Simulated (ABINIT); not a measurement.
Planning a run of ABINIT 10.8.3 on LiHF2 (R-3m). The input:

```
acell 3*1.0 Angstrom
rprim 
  1.466983587415 0.846963369091 4.366688724100
  -1.466983587415 0.846963369091 4.366688724100
  0.000000000000 -1.693926738182 4.366688724100
ntypat 3
znucl 3 1 9
natom 4
typat 1 2 3 3
xred 
  0.000000000000 0.000000000000 0.000000000000
  0.500000000000 0.500000000000 0.500000000000
  0.413301880000 0.413301880000 0.413301880000
  0.586698120000 0.586698120000 0.586698120000
pp_dirpath "pseudos"
pseudos "Li.upf, H.upf, F.upf"
ecut 22
ngkpt 8 8 8
nshiftk 1
shiftk 0 0 0
kptopt 1
chksymbreak 0
nband 15
occopt 1
tolvrs 1e-10
nstep 60
prtwf 0
optforces 0
optstress 0
indata_prefix "in"
outdata_prefix "out"
tmpdata_prefix "tmp"
```

```sh
OMP_NUM_THREADS=1 mpirun -n 4 abinit run.abi > log
```

Q: Estimate wall time and host memory on 4 MPI ranks of Arm Neoverse V2, shared host.

It took 15 s; on shared hardware allow 7.7 s to 31 s. Peak host memory was 0.3 GiB.

[Paths, hosts, dates, memory and timing lines, banners, echoed tables and standing remarks are left out of the program output.]

[Logs are printed without paths, hosts, clocks, repeated set-up lines and the standing remarks that a program may print on its own settings, such as how far it seeks lower states.]

[Runs of the session that timed out or met a known fault of the program may be left out.]

[Hosts, paths, dates, database ids (printed as entryN), source tags and the programs' standing remarks are cut or masked in the printed files.]

[G0W0 gaps are taken among the corrected bands and points alone; a level outside them can change the order at an edge.]

[Where Ansatz stands beside ABINIT at settings called matched, ABINIT's density can come from a denser mesh and the files from another edition; pairs whose starting gaps differed by over 0.03 eV were left out, so agreement reads better than it is.]
